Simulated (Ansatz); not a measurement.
# Decaying states in the gap of K2AgCl3

A new crystal, K2AgCl3: structure, gap and complex bands. It is built by putting Ag for Na in the K2NaCl3 structure of space group P-3m1, with the volume rescaled by atomic radii. The parent structure comes from the Materials Project.

Calculated with Ansatz 0.2.0; PBEsol DFT, plane waves, PAW files, in the first sound run; inputs show where later runs differ.

The structure was built from a prototype and need not be the compound's stable phase.

### 1. The starting structure

The structure is trigonal, space group P-3m1 (No. 164). Conventional cell: a = 4.212 Å, b = 4.212 Å, c = 10.418 Å, α = 90.00°, β = 90.00°, γ = 120.00°. K has 6 Cl at 3.06 Å nearest. Ag has 6 Cl at 2.85 Å nearest. Nearest to Cl lie 3 Ag at 2.85 Å and 3 K at 3.06 Å. Nearest to Cl lie 6 K at 3.06 Å. It derives from K2NaCl3. Ag for Na in the K2NaCl3 structure of space group P-3m1. Farther neighbours and most contacts between anions are not listed.

### 2. Relaxing the new crystal

The substituted atoms don't fit the parent's cell, so cell and atoms relax together. A small smearing keeps the run stable in case the gap closes on the way.

File input.yaml:

```yaml
crystal:
  lattice:
    - [4.2123475418, 0.0, 0.0]
    - [-2.1061737709, 3.6479999808, 0.0]
    - [0.0, 0.0, 10.4182587982]
  atoms:
    - { symbol: K, position: [0.3333333333, 0.6666666667, 0.67902339] }
    - { symbol: K, position: [0.6666666667, 0.3333333333, 0.32097661] }
    - { symbol: Ag, position: [0.0, 0.0, 0.0] }
    - { symbol: Cl, position: [0.3333333333, 0.6666666667, 0.1429916] }
    - { symbol: Cl, position: [0.6666666667, 0.3333333333, 0.8570084] }
    - { symbol: Cl, position: [0.0, 0.0, 0.5] }
kpoints:
  mp_grid: { grid: [6, 6, 2] }
scf:
  occupations: { method: gaussian, width: 0.03 }
hamiltonian:
  xc: pbesol
output:
  forces: true
  stress: true
relax:
  f_tol: 0.02
  max_steps: 60
  cell: {}
```

Run with:

```sh
$ ansatz run input.yaml --threads 2 --pin off --max-ram 4096MiB --backend cpu --events-out ev --progress --plain --runs-dir out
```

Numbers of over 12 decimals in the logs are rounded to 6 here.

Log:

```text
Engine: ansatz 0.2.0, aarch64-unknown-linux-gnu
Pseudopotentials: kind: paw
Pseudopotential: K, paw, valence charge 9, recommended cutoff 420 eV (normal), K.paw.azcp
Pseudopotential: Ag, paw, valence charge 19, recommended cutoff 420 eV (normal), Ag.paw.azcp
Pseudopotential: Cl, paw, valence charge 7, recommended cutoff 420 eV (normal), Cl.paw.azcp
Functional definition: PBEsol
  exchange = pbesol_x
  correlation = pbesol_c
Crystal: 6 atoms, lattice volume = 160.094 Å³
Basis set: ecut = 420 eV, 3149 PW (Γ), exchange–correlation on 60×60×144 points (8 copies of the dense FFT grid, shifted against one another)
Bands: 35, of which v1, the nominal top of the filled ones, is band 29 counted from 1 (28 counted from 0)
Symmetry: 12 space group operations
Space group: P-3m1 (ITA 164), of the structure as read, at distance tolerance 5.4e-5 Å
k-points: 14 of 72
Non-local potential: K, projectors of the file, l = 0: 3, l = 1: 2, l = 2: 2
Non-local potential: Ag, projectors of the file, l = 0: 3, l = 1: 2, l = 2: 2, l = 3: 1
Non-local potential: Cl, projectors of the file, l = 0: 2, l = 1: 2, l = 2: 2
PAW form: soft (Blöchl's): semilocal exchange-correlation on the pseudo side does not see the compensation charge
PAW frozen core: K, regenerated for the run's functional, and the local potential with it (the file was generated under x = pbe(κ = 0.804, μ = 0.219515), c = pbe(β = 0.066725))
PAW frozen core: Ag, regenerated for the run's functional, and the local potential with it (the file was generated under x = pbe(κ = 0.804, μ = 0.219515), c = pbe(β = 0.066725))
PAW frozen core: Cl, regenerated for the run's functional, and the local potential with it (the file was generated under x = pbe(κ = 0.804, μ = 0.219515), c = pbe(β = 0.066725))
PAW one-centre angular grid: K, 110 points (default); XC on 64 Gauss nodes
PAW one-centre angular grid: Ag, 590 points (default); XC on 64 Gauss nodes
PAW one-centre angular grid: Cl, 110 points (default); XC on 64 Gauss nodes
Initial density: superposition of atomic densities (neutral atoms: chi_scale 0, normalization atom), corrected by the library's trained network
Initial wavefunctions: pseudopotential atomic-orbital guess
Functional: x = pbesol(κ = 0.804, μ = 0.123457), c = pbesol(β = 0.046)
SCF iter   1: F=—  HF=-13745.122770 eV  |F-HF|=—  |Δ(HF+E_count)|=         —  Δρ=4.94e-3  dr2=5.11e-2  ethr=1.77e-3  ⟨swp⟩=9.1  Hψ=2296  notcnv=0  defer=4
preconditioner: auto → Resta (q_TF=auto, 2.304 Å⁻¹)  ε∞=3.7  [insulator: Δε(μ)=2.722 eV  Ē_g=12.035 eV  σ=0.030 eV  W_gap=1.00  n_scr=36 (ndim 8)  ℏωp=19.9 eV  f_vac=0.084  D(μ)=0.00/eV (n_scr^D=0)  ε∞_Penn≈3.7]
SCF iter   2: F=—  HF=-13745.109260 eV  |F-HF|=—  |Δ(HF+E_count)|=   1.35e-2  Δρ=1.77e-3  dr2=7.70e-3  ethr=8.81e-5  ⟨swp⟩=2.0  Hψ=853  notcnv=0  defer=19
SCF iter   3: F=—  HF=-13745.107445 eV  |F-HF|=—  |Δ(HF+E_count)|=   1.82e-3  Δρ=6.24e-4  dr2=8.13e-4  ethr=1.33e-5  ⟨swp⟩=2.0  Hψ=706  notcnv=0  defer=19
SCF iter   4: F=—  HF=-13745.107394 eV  |F-HF|=—  |Δ(HF+E_count)|=   5.10e-5  Δρ=2.34e-4  dr2=1.50e-4  ethr=1.40e-6  ⟨swp⟩=2.3  Hψ=701  notcnv=0  defer=19
SCF iter   5: F=—  HF=-13745.107423 eV  |F-HF|=—  |Δ(HF+E_count)|=   2.89e-5  Δρ=6.08e-5  dr2=9.33e-6  ethr=2.59e-7  ⟨swp⟩=2.1  Hψ=694  notcnv=0  defer=19
SCF iter   6: F=—  HF=-13745.107449 eV  |F-HF|=—  |Δ(HF+E_count)|=   2.66e-5  Δρ=1.43e-5  dr2=5.32e-7  ethr=1.61e-8  ⟨swp⟩=2.0  Hψ=791  notcnv=0  defer=19
SCF iter   7: F=-13745.107450 eV  HF=-13745.107450 eV  |F-HF|=1.37e-8  |Δ(HF+E_count)|=   3.08e-7  Δρ=4.38e-6  dr2=3.57e-8  ethr=1.72e-10  ⟨swp⟩=4.0  Hψ=1656  notcnv=0
SCF 1 converged in 7 iterations: F = -13745.107450 eV  dr2 = 3.57e-8
  greatest PAW one-centre occupation: 1.001 electrons in one spin orbital (limit 2), on the Ag atom at site 2 (counted from 0), in its partial waves of l = 0
relax step   1: F+E_penalty+E_count = -13745.10744979 eV  Δ(F+E_penalty+E_count) = +0.000e0 eV  max|allowed force component| = 3.406e-1 eV/Å  Δτ_max = 0.0000 Å  P = -0.650 GPa  Ω = 160.094 Å³  (7 SCF iters, dr2 threshold 1.00e-7 eV, accepted)
Crystal: 6 atoms, lattice volume = 157.266 Å³
Basis set: ecut = 420 eV, 2993 PW (Γ), exchange–correlation on 60×60×144 points (8 copies of the dense FFT grid, shifted against one another)
Initial density: handed on by an earlier stage of this run
Initial wavefunctions: those handed on with the density
iter 1 solved again at ethr=1.66e-4 eV; its pass at ethr=3.10e-3 eV (dr2=9.64e-2 eV) is discarded
SCF iter   1: F=—  HF=-13745.189774 eV  |F-HF|=—  |Δ(HF+E_count)|=         —  Δρ=6.37e-3  dr2=9.61e-2  ethr=1.66e-4  ⟨swp⟩=1.6  Hψ=2710  notcnv=0
preconditioner: auto → Resta (q_TF=auto, 2.310 Å⁻¹)  ε∞=3.7  [insulator: Δε(μ)=2.654 eV  Ē_g=12.144 eV  σ=0.030 eV  W_gap=1.00  n_scr=36 (ndim 8)  ℏωp=20.1 eV  f_vac=0.081  D(μ)=0.00/eV (n_scr^D=0)  ε∞_Penn≈3.7]
SCF iter   2: F=—  HF=-13745.162412 eV  |F-HF|=—  |Δ(HF+E_count)|=   2.74e-2  Δρ=2.40e-3  dr2=1.23e-2  ethr=1.66e-4  ⟨swp⟩=2.3  Hψ=856  notcnv=0
SCF iter   3: F=—  HF=-13745.159146 eV  |F-HF|=—  |Δ(HF+E_count)|=   3.27e-3  Δρ=7.03e-4  dr2=6.05e-4  ethr=2.11e-5  ⟨swp⟩=2.0  Hψ=853  notcnv=0
SCF iter   4: F=—  HF=-13745.159127 eV  |F-HF|=—  |Δ(HF+E_count)|=   1.84e-5  Δρ=2.63e-4  dr2=1.35e-4  ethr=1.04e-6  ⟨swp⟩=2.0  Hψ=882  notcnv=0
SCF iter   5: F=—  HF=-13745.159123 eV  |F-HF|=—  |Δ(HF+E_count)|=   3.92e-6  Δρ=6.10e-5  dr2=1.18e-5  ethr=2.33e-7  ⟨swp⟩=2.1  Hψ=861  notcnv=0
SCF iter   6: F=—  HF=-13745.159123 eV  |F-HF|=—  |Δ(HF+E_count)|=   1.46e-7  Δρ=1.71e-5  dr2=7.47e-7  ethr=2.04e-8  ⟨swp⟩=2.0  Hψ=736  notcnv=0
SCF iter   7: F=-13745.159124 eV  HF=-13745.159123 eV  |F-HF|=7.94e-8  |Δ(HF+E_count)|=   2.18e-7  Δρ=5.72e-6  dr2=8.65e-8  ethr=1.03e-9  ⟨swp⟩=4.0  Hψ=1494  notcnv=0
SCF 2 converged in 7 iterations: F = -13745.159124 eV  dr2 = 8.65e-8
relax step   2: F+E_penalty+E_count = -13745.15912357 eV  Δ(F+E_penalty+E_count) = -5.167e-2 eV  max|allowed force component| = 6.366e-2 eV/Å  Δτ_max = 0.1397 Å  P = -0.017 GPa  Ω = 157.266 Å³  energy of the carried Pulay correction = +1.133e-4 eV  (7 SCF iters, dr2 threshold 6.00e-7 eV, accepted)
Crystal: 6 atoms, lattice volume = 157.242 Å³
Basis set: ecut = 420 eV, 3029 PW (Γ), exchange–correlation on 60×60×144 points (8 copies of the dense FFT grid, shifted against one another)
iter 1 solved again at ethr=4.61e-6 eV; its pass at ethr=3.10e-3 eV (dr2=2.68e-3 eV) is discarded
SCF iter   1: F=—  HF=-13745.162459 eV  |F-HF|=—  |Δ(HF+E_count)|=         —  Δρ=1.10e-3  dr2=2.61e-3  ethr=4.61e-6  ⟨swp⟩=2.1  Hψ=2629  notcnv=0
preconditioner: auto → Resta (q_TF=auto, 2.310 Å⁻¹)  ε∞=3.7  [insulator: Δε(μ)=2.703 eV  Ē_g=12.162 eV  σ=0.030 eV  W_gap=1.00  n_scr=36 (ndim 8)  ℏωp=20.1 eV  f_vac=0.078  D(μ)=0.00/eV (n_scr^D=0)  ε∞_Penn≈3.7]
SCF iter   2: F=—  HF=-13745.161708 eV  |F-HF|=—  |Δ(HF+E_count)|=   7.50e-4  Δρ=4.15e-4  dr2=3.65e-4  ethr=4.50e-6  ⟨swp⟩=2.0  Hψ=770  notcnv=0
SCF iter   3: F=—  HF=-13745.161614 eV  |F-HF|=—  |Δ(HF+E_count)|=   9.40e-5  Δρ=1.24e-4  dr2=2.59e-5  ethr=6.29e-7  ⟨swp⟩=2.0  Hψ=770  notcnv=0
SCF iter   4: F=—  HF=-13745.161625 eV  |F-HF|=—  |Δ(HF+E_count)|=   1.09e-5  Δρ=5.17e-5  dr2=6.21e-6  ethr=4.46e-8  ⟨swp⟩=2.1  Hψ=882  notcnv=0
SCF iter   5: F=—  HF=-13745.161624 eV  |F-HF|=—  |Δ(HF+E_count)|=   1.39e-6  Δρ=1.41e-5  dr2=5.47e-7  ethr=1.07e-8  ⟨swp⟩=2.0  Hψ=882  notcnv=0
SCF iter   6: F=-13745.161624 eV  HF=-13745.161624 eV  |F-HF|=1.07e-8  |Δ(HF+E_count)|=   3.41e-8  Δρ=3.36e-6  dr2=2.34e-8  ethr=4.37e-10  ⟨swp⟩=4.0  Hψ=1593  notcnv=0
SCF 3 converged in 6 iterations: F = -13745.161624 eV  dr2 = 2.34e-8
relax step   3: F+E_penalty+E_count = -13745.16162377 eV  Δ(F+E_penalty+E_count) = -2.500e-3 eV  max|allowed force component| = 1.441e-3 eV/Å  Δτ_max = 0.0206 Å  P = -0.066 GPa  Ω = 157.242 Å³  energy of the carried Pulay correction = +1.143e-4 eV  (6 SCF iters, dr2 threshold 2.53e-7 eV, accepted)
[...]
relax step   4: F+E_penalty+E_count = -13745.16206696 eV  Δ(F+E_penalty+E_count) = -4.432e-4 eV  max|allowed force component| = 4.015e-3 eV/Å  Δτ_max = 0.0014 Å  P = -0.016 GPa  Ω = 156.907 Å³  energy of the carried Pulay correction = +1.279e-4 eV  (5 SCF iters, dr2 threshold 6.73e-8 eV, accepted)
[...]
relax step   5: F+E_penalty+E_count = -13745.16214311 eV  Δ(F+E_penalty+E_count) = -7.615e-5 eV  max|allowed force component| = 1.076e-3 eV/Å  Δτ_max = 0.0020 Å  P = -0.013 GPa  Ω = 156.887 Å³  energy of the carried Pulay correction = +1.287e-4 eV  (5 SCF iters, dr2 threshold 7.02e-9 eV, accepted)
Initial wavefunctions: pseudopotential atomic-orbital guess (no wavefunctions were taken with the density)
iter 1 solved again at ethr=2.29e-7 eV; its pass at ethr=3.10e-3 eV (dr2=1.33e-4 eV) is discarded
SCF iter   1: F=—  HF=-13745.162006 eV  |F-HF|=—  |Δ(HF+E_count)|=         —  Δρ=2.64e-5  dr2=1.62e-7  ethr=2.29e-7  ⟨swp⟩=3.0  Hψ=3521  notcnv=0
preconditioner: auto → Resta (q_TF=auto, 2.311 Å⁻¹)  ε∞=3.7  [insulator: Δε(μ)=2.707 eV  Ē_g=12.168 eV  σ=0.030 eV  W_gap=1.00  n_scr=36 (ndim 8)  ℏωp=20.1 eV  f_vac=0.078  D(μ)=0.00/eV (n_scr^D=0)  ε∞_Penn≈3.7]
SCF iter   2: F=—  HF=-13745.161995 eV  |F-HF|=—  |Δ(HF+E_count)|=   1.09e-5  Δρ=1.29e-5  dr2=4.31e-8  ethr=2.79e-10  ⟨swp⟩=2.0  Hψ=896  notcnv=0
SCF iter   3: F=—  HF=-13745.161995 eV  |F-HF|=—  |Δ(HF+E_count)|=   2.48e-7  Δρ=2.94e-6  dr2=3.67e-9  ethr=7.42e-11  ⟨swp⟩=2.0  Hψ=896  notcnv=0
SCF iter   4: F=—  HF=-13745.161995 eV  |F-HF|=—  |Δ(HF+E_count)|=   9.98e-9  Δρ=3.90e-7  dr2=3.22e-10  ethr=6.32e-12  ⟨swp⟩=2.0  Hψ=896  notcnv=0
SCF iter   5: F=-13745.161995 eV  HF=-13745.161995 eV  |F-HF|=1.09e-11  |Δ(HF+E_count)|=  3.82e-10  Δρ=1.42e-7  dr2=4.08e-11  ethr=1.00e-12  ⟨swp⟩=4.0  Hψ=1638  notcnv=0
SCF 6 converged in 5 iterations: F = -13745.161995 eV  dr2 = 4.08e-11
relax step   6: F+E_penalty+E_count = -13745.16199543 eV  Δ(F+E_penalty+E_count) = +1.477e-4 eV  max|allowed force component| = 1.089e-3 eV/Å  Δτ_max = 0.0000 Å  P = -0.013 GPa  Ω = 156.887 Å³  stress off target by 1.29e-2 GPa  SCF on the basis re-selected at this cell (its energy is not comparable with the rows above)  (5 SCF iters)
basis re-selected at this cell: Δ(F+E_penalty+E_count) = +1.477e-4 eV, ΔP = +0.001 GPa vs the last step (what re-selecting the basis moved, of the pressure what is left beyond the Pulay correction that the steps carried, after the strain that the cell walked since its last selection, with what the two solves' SCF thresholds leave and, on support functions, any second-order correction that the steps lacked; it is no m [...]
SCF converged after 5 iterations
Free energy (F): -13745.161995 eV
Harris-Foulkes:  -13745.161995 eV  (|F-HF|=1.09e-11)
Internal energy: -13745.161995 eV  (E = F + TS)
E sigma→0 (E₀):  -13745.161995 eV
Fermi energy:    5.460032 eV
--- Per-component energies (eV) ---
  E_band       = -650.173235
  E_kinetic    = 1520.034506
  E_local      = -6229.467723  (includes V_loc(G=0)·N_el)
  E_nonlocal   = 200.636621
  E_hartree    = 2625.224551
  E_xc         = -767.528846
  E_vxc        = -924.449985  (∫ρ·V_xc dr)
  E_paw        = -7287.202283  (= ΣΔE_a)
  E_vpaw       = -467.376024  (= ΣTr[D̂ρ^β])
  E_aug_tail   = 0.000571  (compensation charges beyond the density's cutoff)
  E_ewald      = -3807.633199
  E_core_change = 0.773806  (= ΣΔE_core)
  E_smearing   = -0.000000  (= −TS)
  E_closure    = 0.000000  (closes the sum)
  Σ components = -13745.161995   (vs F -13745.161995, Δ=0.00e0)
--- Forces (eV/Å), atoms counted from 1 ---
  atom   1  K      0.00000000     0.00000000     0.00076005
  atom   2  K      0.00000000    -0.00000000    -0.00076005
  atom   3  Ag     0.00000000    -0.00000000     0.00000000
  atom   4  Cl    -0.00000000     0.00000000     0.00108870
  atom   5  Cl     0.00000000    -0.00000000    -0.00108870
  atom   6  Cl     0.00000000    -0.00000000     0.00000000
  max |Σ_I F_I| component: 1.45e-19 eV/Å
--- Stress (GPa, compression-positive) ---
       -0.012865       0.000000      -0.000000
        0.000000      -0.012865       0.000000
       -0.000000       0.000000      -0.012393
  P = ⅓ Tr σ = -0.0127 GPa (-0.127 kbar)
--- Relaxed structure (5 steps of the walk, 5 accepted, 1 SCFs on fresh bases) ---
  F+E_penalty+E_count = -13745.16199543 eV   max|allowed force component| = 1.089e-3 eV/Å   (the final SCF, on the basis selected at the relaxed cell)
  cell:  # Å, volume = 156.8869 Å³
    - [4.225242, 0, 0]
    - [-2.112621, 3.659167, 0]
    - [0, 0, 10.147357]
  atoms:
    - { symbol: K, position: [0.333333, 0.666667, 0.685261] }
    - { symbol: K, position: [0.666667, 0.333333, 0.314739] }
    - { symbol: Ag, position: [0, 0, 0] }
    - { symbol: Cl, position: [0.333333, 0.666667, 0.131498] }
    - { symbol: Cl, position: [0.666667, 0.333333, 0.868502] }
    - { symbol: Cl, position: [0, 0, 0.5] }
```

The job ended after 10 s (2 threads of Arm Neoverse V2, shared host; peak memory 0.44 GiB; 20 s of CPU time).

Step by step:

```
step  energy less that of the first step (eV)  largest force component (eV/Å)  pressure (GPa)  volume (Å³)
   1                                   0.0000                          0.3406           -0.65       160.09
   2                                  -0.0517                          0.0637           -0.02       157.27
   3                                  -0.0542                          0.0014           -0.07       157.24
   4                                  -0.0546                          0.0040           -0.02       156.91
   5                                  -0.0547                          0.0011           -0.01       156.89
  6*                                  -0.0545                          0.0011           -0.01       156.89
```

Relaxation steps marked * repeat the geometry before them on a plane-wave basis chosen anew for their cell, so energy and pressure can jump there.

Forces are held to the 12 operations that the run works with; a distortion that breaks them can't arise in this run.

```
conventional cell, symmetrised  before   after  change
                         a (Å)   4.212   4.225  +0.3 %
                         b (Å)   4.212   4.225  +0.3 %
                         c (Å)  10.418  10.147  -2.6 %
              volume (Å³/atom)   26.68   26.15  -2.0 %
```

The atoms that moved most (Å, as changes of fractional coordinates times the final cell):

```csv
atom,dx,dy,dz,length
Cl4,0.000,0.000,-0.117,0.117
Cl5,0.000,0.000,0.117,0.117
K2,0.000,0.000,-0.063,0.063
K1,0.000,0.000,0.063,0.063
```

The relaxed structure:

```xyz
6
Lattice="4.2252 0.0000 0.0000 -2.1126 3.6592 0.0000 0.0000 0.0000 10.1474" Properties=species:S:1:pos:R:3 pbc="T T T"
K     0.0000    2.4394    6.9536
K     2.1126    1.2197    3.1938
Ag    0.0000    0.0000    0.0000
Cl    0.0000    2.4394    1.3344
Cl    2.1126    1.2197    8.8130
Cl    0.0000    0.0000    5.0737
```

Numbers from this step:

- free energy: -13745.1620 eV
- Fermi energy: 5.460 eV
- pressure: -0.01271 GPa

The largest force component on a free atom ends at 0.0011 eV/Å.

(Part 1 of 3 ends here.)

[Logs are printed without paths, hosts, clocks, repeated set-up lines and the standing remarks that a program may print on its own settings, such as how far it seeks lower states.]

[Hosts, paths, dates, database ids (printed as entryN), source tags and the programs' standing remarks are cut or masked in the printed files.]

[New means built here by substitution; the compound itself may be known and measured.]
